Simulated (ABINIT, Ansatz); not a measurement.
# How the form of the self-energy moves the gap of Y2CN2O2 (P-3m1)

Aim: compare treatments of exchange, screening and correlation for the gap of Y2CN2O2 (P-3m1).

Program: ABINIT 10.8.3. Level of theory: LDA and many-body steps on it, plane waves. Results are calculated unless marked as measured.

## (1) Starting point

Symmetry: P-3m1, No. 164, trigonal system. The conventional cell has a = 3.699 Å, b = 3.699 Å, c = 8.169 Å, α = 90.00°, β = 90.00°, γ = 120.00°. Nearest to Y lie 4 O at 2.22 to 2.29 Å and 3 N at 2.56 Å. Nearest to C lie 2 N at 1.23 Å. Nearest to N lie 1 C at 1.23 Å and 3 Y at 2.56 Å. O has 4 Y at 2.22 to 2.29 Å nearest. Farther neighbours and most contacts between anions are not listed.

The cell and positions are those that the Materials Project relaxed with its own functionals (PBE, PBE+U or r2SCAN), kept fixed.

## (2) Empty states on the mesh, 3×3×1 mesh, 199 bands

This step: ABINIT 10.8.3; DFT, LDA, plane waves, norm-conserving pseudopotentials.

The sums over transitions need many empty states on a uniform mesh; this step solves for them.

File run.abi:

```
acell 3*1.0 Angstrom
rprim 
  3.698989096613 -0.000000000003 0.000000000000
  -1.849494548304 3.203418525990 0.000000000000
  0.000000000000 0.000000000000 8.168855210000
ntypat 4
znucl 39 6 7 8
natom 7
typat 1 1 2 3 3 4 4
xred 
  0.333333333333 0.666666666667 0.677519680000
  0.666666666667 0.333333333333 0.322480320000
  0.000000000000 0.000000000000 0.000000000000
  0.000000000000 0.000000000000 0.150149940000
  0.000000000000 0.000000000000 0.849850060000
  0.333333333333 0.666666666667 0.396659330000
  0.666666666667 0.333333333333 0.603340670000
pp_dirpath "pseudos"
pseudos "Y.upf, C.upf, N.upf, O.upf"
ecut 37
ngkpt 3 3 1
nshiftk 1
shiftk 0 0 0
kptopt 1
chksymbreak 0
iscf -2
irdden 1
istwfk *1
nband 199
nbdbuf 18
tolwfr 1e-09
nstep 60
prtvol 0
indata_prefix "in"
outdata_prefix "out"
tmpdata_prefix "tmp"
```

The run is started by

```console
$ OMP_NUM_THREADS=1 mpirun -n 3 abinit run.abi > log
```

Numbers of over 12 decimals in the logs are rounded to 6 here.

Log:

```text
.Version 10.8.3 of ABINIT. v10.8.2 released Aug 2026.

 Symmetries : space group P-3 m 1 (#164); Bravais hP (primitive hexag.)
[... echo of the input left out ...]
== DATASET  1 ==================================================================
-   mpi_nproc: 3, omp_nthreads: 1 (-1 if OMP is not activated)

--- !DatasetInfo
iteration_state: {dtset: 1, }
dimensions: {natom: 7, nkpt: 3, mband: 199, nsppol: 1, nspinor: 1, nspden: 1, mpw: 7075, }
cutoff_energies: {ecut:  37.0, pawecutdg:  -1.0, }
[...]
2.74948    2.74948    2.75554    2.76774    2.77302    2.80505    2.80505    2.81904
   2.86463    2.86463    2.89685    2.94835    2.94835    2.96115    2.96360    2.96361
   2.97873    2.99727    3.00098    3.00121    3.05165    3.05457    3.05964
 prteigrs : prtvol=0 or 1, do not print more k-points.

== END DATASET(S) ==============================================================
================================================================================

 -outvars: echo values of variables after computation  --------
            nband         199
             nkpt           3
          spgroup         164
 [... the other variables as echoed above ...]

 Calculation completed.
```

The job ended after 59 s (3 MPI ranks of Intel Xeon Platinum 8488C (Sapphire Rapids), shared host; peak memory 0.37 GiB).

This step gave:

* gap: 3.727 eV
* k of the valence top: 0, 0, 0
* k of the conduction bottom: 0, 0, 0
* least direct gap: 3.727 eV
* k points computed: 3
* lowest point of the top converged band, above the valence top: 71.0089 eV

On this mesh the gap is 3.727 eV.

The density comes from a self-consistent run that is not shown.

## (3) Screening, 3×3×1 mesh, 88 bands, screening to 114.3 eV

The RPA dielectric matrix is built and inverted for each q.

This step: RPA screening on LDA, plane waves, norm-conserving pseudopotentials.

Edit run.abi of step 2 so:

```diff
@@ -25,10 +25,11 @@
 chksymbreak 0
-iscf -2
-irdden 1
 istwfk *1
-nband 199
-nbdbuf 18
-tolwfr 1e-09
-nstep 60
-prtvol 0
+occopt 1
+irdwfk 1
+optdriver 3
+nband 88
+ecuteps 4.2
+inclvkb 2
+awtr 1
+symchi 1
 indata_prefix "in"
```

The run is started by

```console
$ OMP_NUM_THREADS=1 mpirun -n 4 abinit run.abi > log
```

Log:

```text
.Version 10.8.3 of ABINIT. v10.8.2 released Aug 2026.

 Symmetries : space group P-3 m 1 (#164); Bravais hP (primitive hexag.)
[... echo of the input left out ...]
== DATASET  1 ==================================================================
-   mpi_nproc: 4, omp_nthreads: 1 (-1 if OMP is not activated)

--- !DatasetInfo
iteration_state: {dtset: 1, }
dimensions: {natom: 7, nkpt: 3, mband: 88, nsppol: 1, nspinor: 1, nspden: 1, mpw: 7075, }
cutoff_energies: {ecut:  37.0, pawecutdg:  -1.0, }
electrons: {nelect:   4.80000000E+01, charge:   0.00000000E+00, occopt:   1.00000000E+00, tsmear:   1.00000000E-02, }

 SCREENING: Calculation of the susceptibility and dielectric matrices

 Based on a program developped by R.W. Godby, V. Olevano, G. Onida, and L. Reining.
 Incorporated in ABINIT by V. Olevano, G.-M. Rignanese, and M. Torrent.
.Using double precision arithmetic ; gwpc =  8

[... cell and pseudopotentials left out ...]
--------------------------------------------------------------------------------

 ==== K-mesh for the wavefunctions ====
 Number of points in the irreducible wedge :     3
[... list of points left out ...]
 Together with 12 symmetry operations and time-reversal symmetry
 yields     9 points in the full Brillouin Zone.

 ==== Q-mesh for the screening function ====
 Number of points in the irreducible wedge :     3
[... list of points left out ...]
 Together with 12 symmetry operations and time-reversal symmetry
 yields     9 points in the full Brillouin Zone.

 setmesh: FFT mesh size selected  =    24x   24x   60
          total number of points  =        34560

 vcoul_init : cutoff-mode = AUXILIARY_FUNCTION
 q-points for optical limit:   1
     1)      0.000010    0.000020    0.000030

- screening: taking advantage of time-reversal symmetry
- Maximum band index for partially occupied states nbvw = 24
- Remaining bands to be divided among processors   nbcw = 64
- Number of bands treated by each node ~16

 Number of electrons calculated from density =   48.0000; Expected =   48.0000
 average of density, n =  0.073483
 r_s =    1.4811
 omega_plasma =   26.1486 [eV]

 calculating chi0 at frequencies [eV] :
  1    0.000000E+00    0.000000E+00
  2    0.000000E+00    2.614863E+01

--------------------------------------------------------------------------------
  q-point number  1        q = ( 0.000000, 0.000000, 0.000000) [r.l.u.]
--------------------------------------------------------------------------------
[... chi0 elements left out ...]
 For q-point:  0.000010 0.000020 0.000030
  dielectric constant =   3.8308
  dielectric constant without local fields =   4.2947

  Average fulfillment of the sum rule on Im[epsilon] for q-point    1 :     57.30  [%]
[... wings left out ...]
  q-point number  2        q = ( 0.333333, 0.000000, 0.000000) [r.l.u.]
--------------------------------------------------------------------------------
[... chi0 elements left out ...]
  Average fulfillment of the sum rule on Im[epsilon] for q-point    2 :     58.52  [%]

 [... 1 further q-points ...]
```

Elapsed: 14 s, on 4 MPI ranks; peak memory 0.82 GiB.

This step gave:

| Property | Result |
| --- | --- |
| ε∞ with local fields, on this mesh, along the program's q direction | 3.831 |
| the same without local fields | 4.295 |
| plasma frequency | 26.15 eV |
| plane waves in the screening matrix | 273 |

Local fields lower ε∞ by 11 %. On a Γ-centred mesh this coarse the value itself is usually too large, while a short band sum pulls it down.

## (4) G0W0, Godby-Needs plasmon pole

The self-energy is evaluated for the states that the input lists, and the levels follow from it, in one-shot runs by the linearised quasiparticle equation.

This step: G0W0 on LDA, plane waves, norm-conserving pseudopotentials.

Edit run.abi of step 3 so:

```diff
@@ -28,8 +28,15 @@
 irdwfk 1
-optdriver 3
+optdriver 4
 nband 88
+gwcalctyp 0
+ecutsigx 37
+symsigma 1
+nkptgw 1
+kptgw 
+  0.0000000000 0.0000000000 0.0000000000
+bdgw 
+  23 26
 ecuteps 4.2
-inclvkb 2
-awtr 1
-symchi 1
+irdscr 1
+ppmodel 1
 indata_prefix "in"
```

Log:

```text
.Version 10.8.3 of ABINIT. v10.8.2 released Aug 2026.

 Symmetries : space group P-3 m 1 (#164); Bravais hP (primitive hexag.)
[... echo of the input left out ...]
== DATASET  1 ==================================================================
-   mpi_nproc: 4, omp_nthreads: 1 (-1 if OMP is not activated)

--- !DatasetInfo
iteration_state: {dtset: 1, }
dimensions: {natom: 7, nkpt: 3, mband: 88, nsppol: 1, nspinor: 1, nspden: 1, mpw: 7075, }
cutoff_energies: {ecut:  37.0, pawecutdg:  -1.0, }
electrons: {nelect:   4.80000000E+01, charge:   0.00000000E+00, occopt:   1.00000000E+00, tsmear:   1.00000000E-02, }

 SIGMA: Calculation of the GW corrections

 Based on a program developped by R.W. Godby, V. Olevano, G. Onida, and L. Reining.
 Incorporated in ABINIT by V. Olevano, G.-M. Rignanese, and M. Torrent.
.Using double precision arithmetic ; gwpc =  8

[... cell and pseudopotentials left out ...]
--------------------------------------------------------------------------------

 ==== K-mesh for the wavefunctions ====
 Number of points in the irreducible wedge :     3
[... list of points left out ...]
 Together with 12 symmetry operations and time-reversal symmetry
 yields     9 points in the full Brillouin Zone.

 ==== Q-mesh for screening function ====
 Number of points in the irreducible wedge :     3
[... list of points left out ...]
 Together with 12 symmetry operations and time-reversal symmetry
 yields     9 points in the full Brillouin Zone.

 vcoul_init : cutoff-mode = AUXILIARY_FUNCTION
 q-points for optical limit:   1
     1)      0.000010    0.000020    0.000030
 setmesh: FFT mesh size selected  =    36x   36x   90
          total number of points  =       116640

 Number of electrons calculated from density =   48.0000; Expected =   48.0000
 average of density, n =  0.073483
 r_s =    1.4811
 omega_plasma =   26.1486 [eV]

 === KS Band Gaps ===
  >>>> For spin  1
   Minimum direct gap =   3.7273 [eV], located at k-point      :   0.0000  0.0000  0.0000
   Fundamental gap    =   3.7273 [eV], Top of valence bands at :   0.0000  0.0000  0.0000
                                       Bottom of conduction at :   0.0000  0.0000  0.0000
 SIGMA fundamental parameters:
 PLASMON POLE MODEL  1
 number of plane-waves for SigmaX                 7075
 number of plane-waves for SigmaC and W            273
 number of plane-waves for wavefunctions          7075
 number of bands                                    88
 number of independent spin polarizations            1
 number of spinorial components                      1
 number of k-points in IBZ                           3
 number of q-points in IBZ                           3
 number of symmetry operations                      12
 number of k-points in BZ                            9
 number of q-points in BZ                            9
 number of frequencies for dSigma/dE                 9
 frequency step for dSigma/dE [eV]                0.25
 number of omega for Sigma on real axis              0
 max omega for Sigma on real axis  [eV]           0.00
 zcut for avoiding poles [eV]                     0.10

 EPSILON^-1 parameters (SCR file):
 dimension of the eps^-1 matrix on file            273
 dimension of the eps^-1 matrix used               273
 number of plane-waves for wavefunctions          7075
 number of bands                                    88
 number of q-points in IBZ                           3
 number of frequencies                               2
 number of real frequencies                          1
 number of imag frequencies                          1

 matrix elements of self-energy operator (all in [eV])

 Perturbative Calculation

--- !SelfEnergy_ee
iteration_state: {dtset: 1, }
kpoint     : [   0.000,    0.000,    0.000, ]
spin       : 1
KS_gap     :    3.727
QP_gap     :    5.194
Delta_QP_KS:    1.467
data: !SigmaeeData |
     Band     E0 <VxcDFT>   SigX SigC(E0)      Z dSigC/dE  Sig(E)    E-E0       E
       23   4.449 -17.022 -20.733   3.343   0.800  -0.249 -17.316  -0.295   4.154
       24   4.449 -17.022 -20.733   3.343   0.800  -0.249 -17.316  -0.295   4.154
       25   8.176  -9.135  -4.349  -3.419   0.858  -0.166  -7.963   1.172   9.348
       26   9.661 -10.760  -5.573  -3.601   0.845  -0.183  -9.420   1.341  11.002

== END DATASET(S) ==============================================================
================================================================================

 -outvars: echo values of variables after computation  --------
           etotal      0.0000000000E+00
            nband          88
             nkpt           3
          spgroup         164
 [... the other variables as echoed above ...]

 Calculation completed.
```

Elapsed: 4.8 s, on 4 MPI ranks; peak memory 0.22 GiB.

Numbers from this step:

* G0W0 gap on the points computed: 5.194 eV
* starting gap on the mesh: 3.727 eV
* k of the valence top: 0, 0, 0
* k of the conduction bottom: 0, 0, 0
* Z at the valence top: 0.8
* Z at the conduction bottom: 0.858
* least direct G0W0 gap on the computed points: 5.194 eV

The gap on the mesh goes from 3.73 eV to 5.19 eV, a correction of +1.47 eV.

## (5) G0W0, Engel-Farid plasmon pole

Edit run.abi of step 4 so:

```diff
@@ -40,3 +40,3 @@
 irdscr 1
-ppmodel 1
+ppmodel 4
 indata_prefix "in"
```

Log:

```text
.Version 10.8.3 of ABINIT. v10.8.2 released Aug 2026.

 Symmetries : space group P-3 m 1 (#164); Bravais hP (primitive hexag.)
[... echo of the input left out ...]
== DATASET  1 ==================================================================
-   mpi_nproc: 4, omp_nthreads: 1 (-1 if OMP is not activated)

--- !DatasetInfo
iteration_state: {dtset: 1, }
dimensions: {natom: 7, nkpt: 3, mband: 88, nsppol: 1, nspinor: 1, nspden: 1, mpw: 7075, }
cutoff_energies: {ecut:  37.0, pawecutdg:  -1.0, }
electrons: {nelect:   4.80000000E+01, charge:   0.00000000E+00, occopt:   1.00000000E+00, tsmear:   1.00000000E-02, }

 SIGMA: Calculation of the GW corrections

 Based on a program developped by R.W. Godby, V. Olevano, G. Onida, and L. Reining.
 Incorporated in ABINIT by V. Olevano, G.-M. Rignanese, and M. Torrent.
.Using double precision arithmetic ; gwpc =  8

[... cell and pseudopotentials left out ...]
--------------------------------------------------------------------------------

 ==== K-mesh for the wavefunctions ====
 Number of points in the irreducible wedge :     3
[... list of points left out ...]
 Together with 12 symmetry operations and time-reversal symmetry
 yields     9 points in the full Brillouin Zone.

 ==== Q-mesh for screening function ====
 Number of points in the irreducible wedge :     3
[... list of points left out ...]
 Together with 12 symmetry operations and time-reversal symmetry
 yields     9 points in the full Brillouin Zone.

 vcoul_init : cutoff-mode = AUXILIARY_FUNCTION
 q-points for optical limit:   1
     1)      0.000010    0.000020    0.000030
 setmesh: FFT mesh size selected  =    36x   36x   90
          total number of points  =       116640

 Number of electrons calculated from density =   48.0000; Expected =   48.0000
[...]
number of k-points in IBZ                           3
 number of q-points in IBZ                           3
 number of symmetry operations                      12
 number of k-points in BZ                            9
 number of q-points in BZ                            9
 number of frequencies for dSigma/dE                 9
 frequency step for dSigma/dE [eV]                0.25
 number of omega for Sigma on real axis              0
 max omega for Sigma on real axis  [eV]           0.00
 zcut for avoiding poles [eV]                     0.10

 EPSILON^-1 parameters (SCR file):
 dimension of the eps^-1 matrix on file            273
 dimension of the eps^-1 matrix used               273
 number of plane-waves for wavefunctions          7075
 number of bands                                    88
 number of q-points in IBZ                           3
 number of frequencies                               2
 number of real frequencies                          1
 number of imag frequencies                          1

 matrix elements of self-energy operator (all in [eV])

 Perturbative Calculation

--- !SelfEnergy_ee
iteration_state: {dtset: 1, }
kpoint     : [   0.000,    0.000,    0.000, ]
spin       : 1
KS_gap     :    3.727
QP_gap     :    5.193
Delta_QP_KS:    1.466
data: !SigmaeeData |
     Band     E0 <VxcDFT>   SigX SigC(E0)      Z dSigC/dE  Sig(E)    E-E0       E
       23   4.449 -17.022 -20.733   3.312   0.817  -0.224 -17.348  -0.326   4.123
       24   4.449 -17.022 -20.733   3.312   0.817  -0.224 -17.348  -0.326   4.123
       25   8.176  -9.135  -4.349  -3.475   0.869  -0.150  -7.995   1.140   9.316
       26   9.661 -10.760  -5.573  -3.693   0.862  -0.160  -9.472   1.288  10.950

== END DATASET(S) ==============================================================
================================================================================

 -outvars: echo values of variables after computation  --------
           etotal      0.0000000000E+00
            nband          88
             nkpt           3
          spgroup         164
 [... the other variables as echoed above ...]

 Calculation completed.
```

It took 5.6 s on 4 MPI ranks; peak memory 0.22 GiB.

Numbers from this step:

| Property | Result |
| --- | --- |
| G0W0 gap on the points computed | 5.193 eV |
| starting gap on the mesh | 3.727 eV |
| k of the valence top | 0, 0, 0 |
| k of the conduction bottom | 0, 0, 0 |
| Z at the valence top | 0.817 |
| Z at the conduction bottom | 0.869 |
| least direct G0W0 gap on the computed points | 5.193 eV |

Against G0W0 in ABINIT (3×3×1 mesh, 88 bands, screening to 114.3 eV, Godby-Needs plasmon pole), the gap moves by −0.001 eV.

## (6) G0W0, von der Linden-Horsch plasmon pole

Edit run.abi of step 5 so:

```diff
@@ -40,3 +40,3 @@
 irdscr 1
-ppmodel 4
+ppmodel 3
 indata_prefix "in"
```

Log:

```text
.Version 10.8.3 of ABINIT. v10.8.2 released Aug 2026.

 Symmetries : space group P-3 m 1 (#164); Bravais hP (primitive hexag.)
[... echo of the input left out ...]
== DATASET  1 ==================================================================
-   mpi_nproc: 4, omp_nthreads: 1 (-1 if OMP is not activated)

--- !DatasetInfo
iteration_state: {dtset: 1, }
dimensions: {natom: 7, nkpt: 3, mband: 88, nsppol: 1, nspinor: 1, nspden: 1, mpw: 7075, }
cutoff_energies: {ecut:  37.0, pawecutdg:  -1.0, }
[...]
24   4.449 -17.022 -20.733   3.241   0.858  -0.165 -17.425  -0.404   4.045
       25   8.176  -9.135  -4.349  -3.625   0.905  -0.105  -8.085   1.050   9.226
       26   9.661 -10.760  -5.573  -3.798   0.896  -0.116  -9.515   1.245  10.906

== END DATASET(S) ==============================================================
================================================================================

 -outvars: echo values of variables after computation  --------
           etotal      0.0000000000E+00
            nband          88
             nkpt           3
          spgroup         164
 [... the other variables as echoed above ...]

 Calculation completed.
```

Run time: 5.5 s. Hardware: 4 MPI ranks; peak memory 0.22 GiB.

Numbers from this step:

| Item | Value |
| --- | --- |
| G0W0 gap on the points computed | 5.181 eV |
| starting gap on the mesh | 3.727 eV |
| k of the valence top | 0, 0, 0 |
| k of the conduction bottom | 0, 0, 0 |
| least direct G0W0 gap on the computed points | 5.181 eV |

Against G0W0 in ABINIT (3×3×1 mesh, 88 bands, screening to 114.3 eV, Godby-Needs plasmon pole), the gap moves by −0.013 eV.

(Part 1 of 2 ends here.)

[Paths, hosts, dates, memory and timing lines, banners, echoed tables and standing remarks are left out of the program output.]

[Logs are printed without paths, hosts, clocks, repeated set-up lines and the standing remarks that a program may print on its own settings, such as how far it seeks lower states.]

[Runs of the session that timed out or met a known fault of the program may be left out.]

[No measured gap is set beside runs whose start may be inverted or whose files or cutoffs have a known fault.]

[Hosts, paths, dates, database ids (printed as entryN), source tags and the programs' standing remarks are cut or masked in the printed files.]

[G0W0 gaps are taken among the corrected bands and points alone; a level outside them can change the order at an edge.]

[Where Ansatz stands beside ABINIT at settings called matched, ABINIT's density can come from a denser mesh and the files from another edition; pairs whose starting gaps differed by over 0.03 eV were left out, so agreement reads better than it is.]
